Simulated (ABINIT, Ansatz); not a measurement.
# CsLiMoO4 (F-43m): bands and cutoff in G0W0 with ABINIT

Wanted: a converged G0W0 gap of CsLiMoO4 (F-43m), or an estimate of the limit.

Method: LDA and many-body steps on it, plane waves, in ABINIT 10.8.3.

**1. The structure**

The structure is cubic, space group F-43m (No. 216). The conventional cell has a = 8.392 Å, b = 8.392 Å, c = 8.392 Å, α = 90.00°, β = 90.00°, γ = 90.00°. Nearest to Cs lie 12 O at 3.49 Å. Nearest to Li lie 4 O at 1.87 Å. Nearest to Mo lie 4 O at 1.76 Å. O has 1 Mo at 1.76 Å and 1 Li at 1.87 Å and 3 Cs at 3.49 Å nearest. Farther neighbours and most contacts between anions are not listed.

The cell and positions are those that the Materials Project relaxed with its own functionals (PBE, PBE+U or r2SCAN), kept fixed. Spin-orbit coupling is left out unless a step names it.

**2. Empty states on the mesh, 2×2×2 mesh, 291 bands**

This step: ABINIT 10.8.3; DFT, LDA, plane waves, norm-conserving pseudopotentials.

The sums over transitions need many empty states on a uniform mesh; this step solves for them.

File run.abi:

```
acell 3*1.0 Angstrom
rprim 
  0.000000000000 4.196030970000 4.196030970000
  4.196030970000 -0.000000000000 4.196030970000
  4.196030970000 4.196030970000 0.000000000000
ntypat 4
znucl 55 3 42 8
natom 7
typat 1 2 3 4 4 4 4
xred 
  0.750000000000 0.750000000000 0.750000000000
  0.500000000000 0.500000000000 0.500000000000
  0.250000000000 0.250000000000 0.250000000000
  0.886367480000 0.371210840000 0.371210840000
  0.371210840000 0.371210840000 0.886367480000
  0.371210840000 0.886367480000 0.371210840000
  0.371210840000 0.371210840000 0.371210840000
pp_dirpath "pseudos"
pseudos "Cs.upf, Li.upf, Mo.upf, O.upf"
ecut 36
ngkpt 2 2 2
nshiftk 1
shiftk 0 0 0
kptopt 1
chksymbreak 0
iscf -2
irdden 1
istwfk *1
nband 291
nbdbuf 26
tolwfr 1e-09
nstep 60
prtvol 0
indata_prefix "in"
outdata_prefix "out"
tmpdata_prefix "tmp"
```

Started as:

```bash
$ OMP_NUM_THREADS=1 mpirun -n 4 abinit run.abi > log
```

Numbers of over 12 decimals in the logs are rounded to 6 here.

Output:

```text
.Version 10.8.3 of ABINIT. v10.8.2 released Aug 2026.

 Symmetries : space group F-4 3 m (#216); Bravais cF (face-center cubic)
[... echo of the input left out ...]
== DATASET  1 ==================================================================
-   mpi_nproc: 4, omp_nthreads: 1 (-1 if OMP is not activated)
-    --> not optimal distribution: autoparal keyword recommended in input file <--

--- !DatasetInfo
iteration_state: {dtset: 1, }
dimensions: {natom: 7, nkpt: 3, mband: 291, nsppol: 1, nspinor: 1, nspden: 1, mpw: 10326, }
cutoff_energies: {ecut:  36.0, pawecutdg:  -1.0, }
[...]
2.78193    2.79857    2.79857    2.79971    2.79971    2.79971    2.80552    2.80552
   2.80552    2.84747    2.86168    2.86169    2.86169    2.86404    2.86405    2.86405
   2.93171    2.93318    2.93867
 prteigrs : prtvol=0 or 1, do not print more k-points.

== END DATASET(S) ==============================================================
================================================================================

 -outvars: echo values of variables after computation  --------
            nband         291
             nkpt           3
          spgroup         216
 [... the other variables as echoed above ...]

 Calculation completed.
```

Elapsed: 3 min, on 4 MPI ranks of Arm Neoverse V1, shared host; peak memory 0.52 GiB.

This step gave:

| Item | Value |
| --- | --- |
| gap | 4.433 eV |
| k of the valence top | 0.5, 0, 0 |
| k of the conduction bottom | 0.5, 0.5, 0 |
| least direct gap | 4.493 eV |
| k points computed | 3 |
| lowest point of the top converged band, above the valence top | 74.3421 eV |

On this mesh the gap is 4.433 eV.

The density comes from a self-consistent run that is not shown.

**3. Screening, 2×2×2 mesh, 55 bands, screening to 62.6 eV**

The RPA dielectric matrix is built and inverted for each q.

This step: RPA screening on LDA, plane waves, norm-conserving pseudopotentials.

Changes to run.abi since step 2:

```diff
@@ -25,10 +25,11 @@
 chksymbreak 0
-iscf -2
-irdden 1
 istwfk *1
-nband 291
-nbdbuf 26
-tolwfr 1e-09
-nstep 60
-prtvol 0
+occopt 1
+irdwfk 1
+optdriver 3
+nband 55
+ecuteps 2.3
+inclvkb 2
+awtr 1
+symchi 1
 indata_prefix "in"
```

Output:

```text
.Version 10.8.3 of ABINIT. v10.8.2 released Aug 2026.

 Symmetries : space group F-4 3 m (#216); Bravais cF (face-center cubic)
[... echo of the input left out ...]
== DATASET  1 ==================================================================
-   mpi_nproc: 4, omp_nthreads: 1 (-1 if OMP is not activated)

--- !DatasetInfo
iteration_state: {dtset: 1, }
dimensions: {natom: 7, nkpt: 3, mband: 55, nsppol: 1, nspinor: 1, nspden: 1, mpw: 10326, }
cutoff_energies: {ecut:  36.0, pawecutdg:  -1.0, }
electrons: {nelect:   5.00000000E+01, charge:   0.00000000E+00, occopt:   1.00000000E+00, tsmear:   1.00000000E-02, }

 SCREENING: Calculation of the susceptibility and dielectric matrices

 Based on a program developped by R.W. Godby, V. Olevano, G. Onida, and L. Reining.
 Incorporated in ABINIT by V. Olevano, G.-M. Rignanese, and M. Torrent.
.Using double precision arithmetic ; gwpc =  8

[... cell and pseudopotentials left out ...]
--------------------------------------------------------------------------------

 ==== K-mesh for the wavefunctions ====
 Number of points in the irreducible wedge :     3
[... list of points left out ...]
 Together with 24 symmetry operations and time-reversal symmetry
 yields     8 points in the full Brillouin Zone.

 ==== Q-mesh for the screening function ====
 Number of points in the irreducible wedge :     3
[... list of points left out ...]
 Together with 24 symmetry operations and time-reversal symmetry
 yields     8 points in the full Brillouin Zone.

 setmesh: FFT mesh size selected  =    40x   40x   40
          total number of points  =        64000

 vcoul_init : cutoff-mode = AUXILIARY_FUNCTION
 q-points for optical limit:   1
     1)      0.000010    0.000020    0.000030

- screening: taking advantage of time-reversal symmetry
- Maximum band index for partially occupied states nbvw = 25
- Remaining bands to be divided among processors   nbcw = 30
- Number of bands treated by each node ~7

 Number of electrons calculated from density =   50.0000; Expected =   50.0000
 average of density, n =  0.050145
 r_s =    1.6823
 omega_plasma =   21.6008 [eV]

 calculating chi0 at frequencies [eV] :
  1    0.000000E+00    0.000000E+00
  2    0.000000E+00    2.160077E+01

--------------------------------------------------------------------------------
  q-point number  1        q = ( 0.000000, 0.000000, 0.000000) [r.l.u.]
--------------------------------------------------------------------------------
[... chi0 elements left out ...]
 For q-point:  0.000010 0.000020 0.000030
  dielectric constant =   2.3977
  dielectric constant without local fields =   3.1745

  Average fulfillment of the sum rule on Im[epsilon] for q-point    1 :     25.58  [%]
[... wings left out ...]
  q-point number  2        q = ( 0.500000, 0.000000, 0.000000) [r.l.u.]
--------------------------------------------------------------------------------
[... chi0 elements left out ...]
  Average fulfillment of the sum rule on Im[epsilon] for q-point    2 :     33.56  [%]

 [... 1 further q-points ...]
```

It took 12 s on 4 MPI ranks; peak memory 1.3 GiB.

This step gave:

```yaml
eps_infinity_with_local_fields_on_this_mesh_along_the_program_s_q_direction: 2.398
the_same_without_local_fields: 3.175
plasma_frequency: 21.60 eV
plane_waves_in_the_screening_matrix: 169
```

Local fields lower ε∞ by 24 %. On a Γ-centred mesh this coarse the value itself is usually too large, while a short band sum pulls it down.

**4. 55 bands, 62.6 eV**

The self-energy is evaluated for the states that the input lists, and the levels follow from it, in one-shot runs by the linearised quasiparticle equation.

This step: G0W0 on LDA, plane waves, norm-conserving pseudopotentials.

Changes to run.abi since step 3:

```diff
@@ -28,8 +28,19 @@
 irdwfk 1
-optdriver 3
+optdriver 4
 nband 55
+gwcalctyp 0
+ecutsigx 36
+symsigma 1
+nkptgw 3
+kptgw 
+  0.5000000000 0.0000000000 0.0000000000
+  0.5000000000 0.5000000000 0.0000000000
+  0.0000000000 0.0000000000 0.0000000000
+bdgw 
+  23 27
+  24 27
+  23 28
 ecuteps 2.3
-inclvkb 2
-awtr 1
-symchi 1
+irdscr 1
+ppmodel 1
 indata_prefix "in"
```

Output:

```text
.Version 10.8.3 of ABINIT. v10.8.2 released Aug 2026.

 Symmetries : space group F-4 3 m (#216); Bravais cF (face-center cubic)
[... echo of the input left out ...]
== DATASET  1 ==================================================================
-   mpi_nproc: 4, omp_nthreads: 1 (-1 if OMP is not activated)

--- !DatasetInfo
iteration_state: {dtset: 1, }
dimensions: {natom: 7, nkpt: 3, mband: 55, nsppol: 1, nspinor: 1, nspden: 1, mpw: 10326, }
cutoff_energies: {ecut:  36.0, pawecutdg:  -1.0, }
electrons: {nelect:   5.00000000E+01, charge:   0.00000000E+00, occopt:   1.00000000E+00, tsmear:   1.00000000E-02, }

 SIGMA: Calculation of the GW corrections

 Based on a program developped by R.W. Godby, V. Olevano, G. Onida, and L. Reining.
 Incorporated in ABINIT by V. Olevano, G.-M. Rignanese, and M. Torrent.
.Using double precision arithmetic ; gwpc =  8

[... cell and pseudopotentials left out ...]
--------------------------------------------------------------------------------

 ==== K-mesh for the wavefunctions ====
 Number of points in the irreducible wedge :     3
[... list of points left out ...]
 Together with 24 symmetry operations and time-reversal symmetry
 yields     8 points in the full Brillouin Zone.

 ==== Q-mesh for screening function ====
 Number of points in the irreducible wedge :     3
[... list of points left out ...]
 Together with 24 symmetry operations and time-reversal symmetry
 yields     8 points in the full Brillouin Zone.

 vcoul_init : cutoff-mode = AUXILIARY_FUNCTION
 q-points for optical limit:   1
     1)      0.000010    0.000020    0.000030
 setmesh: FFT mesh size selected  =    64x   64x   64
          total number of points  =       262144

 Number of electrons calculated from density =   50.0000; Expected =   50.0000
 average of density, n =  0.050145
 r_s =    1.6823
 omega_plasma =   21.6008 [eV]

 === KS Band Gaps ===
  >>>> For spin  1
   Minimum direct gap =   4.4927 [eV], located at k-point      :   0.0000  0.0000  0.0000
   Fundamental gap    =   4.4330 [eV], Top of valence bands at :   0.5000  0.0000  0.0000
                                       Bottom of conduction at :   0.5000  0.5000  0.0000
 SIGMA fundamental parameters:
 PLASMON POLE MODEL  1
 number of plane-waves for SigmaX                10177
 number of plane-waves for SigmaC and W            169
 number of plane-waves for wavefunctions         10177
 number of bands                                    55
 number of independent spin polarizations            1
 number of spinorial components                      1
 number of k-points in IBZ                           3
 number of q-points in IBZ                           3
 number of symmetry operations                      24
 number of k-points in BZ                            8
 number of q-points in BZ                            8
 number of frequencies for dSigma/dE                 9
 frequency step for dSigma/dE [eV]                0.25
 number of omega for Sigma on real axis              0
 max omega for Sigma on real axis  [eV]           0.00
 zcut for avoiding poles [eV]                     0.10

 EPSILON^-1 parameters (SCR file):
 dimension of the eps^-1 matrix on file            169
 dimension of the eps^-1 matrix used               169
 number of plane-waves for wavefunctions         10177
 number of bands                                    55
 number of q-points in IBZ                           3
 number of frequencies                               2
 number of real frequencies                          1
 number of imag frequencies                          1

 matrix elements of self-energy operator (all in [eV])

 Perturbative Calculation

--- !SelfEnergy_ee
iteration_state: {dtset: 1, }
kpoint     : [   0.500,    0.000,    0.000, ]
spin       : 1
KS_gap     :    4.811
QP_gap     :    8.364
Delta_QP_KS:    3.553
data: !SigmaeeData |
     Band     E0 <VxcDFT>   SigX SigC(E0)      Z dSigC/dE  Sig(E)    E-E0       E
       23  -0.533 -18.332 -23.077   4.175   0.768  -0.302 -18.770  -0.438  -0.971
       24  -0.533 -18.332 -23.077   4.175   0.768  -0.302 -18.770  -0.438  -0.971
       25  -0.050 -19.196 -23.868   4.186   0.768  -0.301 -19.569  -0.374  -0.424
       26   4.761 -19.233 -13.701  -1.611   0.811  -0.233 -16.054   3.179   7.940
       27   4.761 -19.233 -13.701  -1.611   0.811  -0.233 -16.054   3.179   7.940

--- !SelfEnergy_ee
iteration_state: {dtset: 1, }
kpoint     : [   0.500,    0.500,    0.000, ]
spin       : 1
KS_gap     :    4.791
QP_gap     :    8.242
Delta_QP_KS:    3.451
data: !SigmaeeData |
     Band     E0 <VxcDFT>   SigX SigC(E0)      Z dSigC/dE  Sig(E)    E-E0       E
       24  -0.408 -18.609 -23.316   4.169   0.769  -0.301 -19.023  -0.414  -0.821
[...]
--- !SelfEnergy_ee
iteration_state: {dtset: 1, }
kpoint     : [   0.000,    0.000,    0.000, ]
spin       : 1
KS_gap     :    4.493
QP_gap     :    6.535
Delta_QP_KS:    2.042
data: !SigmaeeData |
     Band     E0 <VxcDFT>   SigX SigC(E0)      Z dSigC/dE  Sig(E)    E-E0       E
[...]
26   4.438  -6.987  -2.967  -2.138   0.886  -0.129  -5.319   1.668   6.106
       27   4.580 -18.723 -13.157  -1.685   0.815  -0.227 -15.559   3.164   7.744
       28   4.580 -18.723 -13.157  -1.685   0.815  -0.227 -15.559   3.164   7.744

 New Fermi energy :        9.691548E-02 Ha ,    2.637205E+00 eV

 === QP Band Gaps ===
  >>>> For spin  1
   Minimum direct gap =   6.5347 [eV], located at k-point      :   0.0000  0.0000  0.0000
   Fundamental gap    =   6.5295 [eV], Top of valence bands at :   0.5000  0.0000  0.0000
                                       Bottom of conduction at :   0.0000  0.0000  0.0000

== END DATASET(S) ==============================================================
================================================================================

 -outvars: echo values of variables after computation  --------
           etotal      0.0000000000E+00
            nband          55
             nkpt           3
          spgroup         216
 [... the other variables as echoed above ...]

 Calculation completed.
```

It took 7.5 s on 4 MPI ranks; peak memory 0.78 GiB.

This step gave:

| Property | Result |
| --- | --- |
| G0W0 gap on the points computed | 6.53 eV |
| starting gap on the mesh | 4.433 eV |
| k of the valence top | 0.5, 0, 0 |
| k of the conduction bottom | 0, 0, 0 |
| Z at the valence top | 0.768 |
| Z at the conduction bottom | 0.886 |
| least direct G0W0 gap on the computed points | 6.535 eV |

The gap on the mesh goes from 4.43 eV to 6.53 eV, a correction of +2.10 eV.

**5. Screening, 2×2×2 mesh, 122 bands, screening to 114.3 eV**

This step: RPA screening on LDA, plane waves, norm-conserving pseudopotentials.

Changes to run.abi since step 4:

```diff
@@ -28,19 +28,8 @@
 irdwfk 1
-optdriver 4
-nband 55
-gwcalctyp 0
-ecutsigx 36
-symsigma 1
-nkptgw 3
-kptgw 
-  0.5000000000 0.0000000000 0.0000000000
-  0.5000000000 0.5000000000 0.0000000000
-  0.0000000000 0.0000000000 0.0000000000
-bdgw 
-  23 27
-  24 27
-  23 28
-ecuteps 2.3
-irdscr 1
-ppmodel 1
+optdriver 3
+nband 122
+ecuteps 4.2
+inclvkb 2
+awtr 1
+symchi 1
 indata_prefix "in"
```

Output:

```text
.Version 10.8.3 of ABINIT. v10.8.2 released Aug 2026.

 Symmetries : space group F-4 3 m (#216); Bravais cF (face-center cubic)
[... echo of the input left out ...]
== DATASET  1 ==================================================================
-   mpi_nproc: 4, omp_nthreads: 1 (-1 if OMP is not activated)

--- !DatasetInfo
iteration_state: {dtset: 1, }
dimensions: {natom: 7, nkpt: 3, mband: 122, nsppol: 1, nspinor: 1, nspden: 1, mpw: 10326, }
cutoff_energies: {ecut:  36.0, pawecutdg:  -1.0, }
electrons: {nelect:   5.00000000E+01, charge:   0.00000000E+00, occopt:   1.00000000E+00, tsmear:   1.00000000E-02, }

 SCREENING: Calculation of the susceptibility and dielectric matrices

 Based on a program developped by R.W. Godby, V. Olevano, G. Onida, and L. Reining.
 Incorporated in ABINIT by V. Olevano, G.-M. Rignanese, and M. Torrent.
.Using double precision arithmetic ; gwpc =  8

[... cell and pseudopotentials left out ...]
--------------------------------------------------------------------------------

 ==== K-mesh for the wavefunctions ====
 Number of points in the irreducible wedge :     3
[... list of points left out ...]
 Together with 24 symmetry operations and time-reversal symmetry
 yields     8 points in the full Brillouin Zone.

 ==== Q-mesh for the screening function ====
 Number of points in the irreducible wedge :     3
[... list of points left out ...]
 Together with 24 symmetry operations and time-reversal symmetry
 yields     8 points in the full Brillouin Zone.

 setmesh: FFT mesh size selected  =    45x   45x   45
          total number of points  =        91125

 vcoul_init : cutoff-mode = AUXILIARY_FUNCTION
 q-points for optical limit:   1
     1)      0.000010    0.000020    0.000030

- screening: taking advantage of time-reversal symmetry
- Maximum band index for partially occupied states nbvw = 25
- Remaining bands to be divided among processors   nbcw = 97
- Number of bands treated by each node ~24

 Number of electrons calculated from density =   50.0000; Expected =   50.0000
 average of density, n =  0.050145
 r_s =    1.6823
 omega_plasma =   21.6008 [eV]

 calculating chi0 at frequencies [eV] :
  1    0.000000E+00    0.000000E+00
  2    0.000000E+00    2.160077E+01

--------------------------------------------------------------------------------
  q-point number  1        q = ( 0.000000, 0.000000, 0.000000) [r.l.u.]
--------------------------------------------------------------------------------
[... chi0 elements left out ...]
 For q-point:  0.000010 0.000020 0.000030
  dielectric constant =   2.4829
  dielectric constant without local fields =   3.3158

  Average fulfillment of the sum rule on Im[epsilon] for q-point    1 :     51.01  [%]
[... wings left out ...]
  q-point number  2        q = ( 0.500000, 0.000000, 0.000000) [r.l.u.]
--------------------------------------------------------------------------------
[... chi0 elements left out ...]
  Average fulfillment of the sum rule on Im[epsilon] for q-point    2 :     58.21  [%]

 [... 1 further q-points ...]
```

Wall time 34 s (4 MPI ranks); peak memory 1.8 GiB.

This step gave:

```yaml
eps_infinity_with_local_fields_on_this_mesh_along_the_program_s_q_direction: 2.483
the_same_without_local_fields: 3.316
plasma_frequency: 21.60 eV
plane_waves_in_the_screening_matrix: 411
```

(Continued in part 2 of 2.)

[Paths, hosts, dates, memory and timing lines, banners, echoed tables and standing remarks are left out of the program output.]

[Logs are printed without paths, hosts, clocks, repeated set-up lines and the standing remarks that a program may print on its own settings, such as how far it seeks lower states.]

[Runs of the session that timed out or met a known fault of the program may be left out.]

[Hosts, paths, dates, database ids (printed as entryN), source tags and the programs' standing remarks are cut or masked in the printed files.]

[G0W0 gaps are taken among the corrected bands and points alone; a level outside them can change the order at an edge.]

[Where Ansatz stands beside ABINIT at settings called matched, ABINIT's density can come from a denser mesh and the files from another edition; pairs whose starting gaps differed by over 0.03 eV were left out, so agreement reads better than it is.]
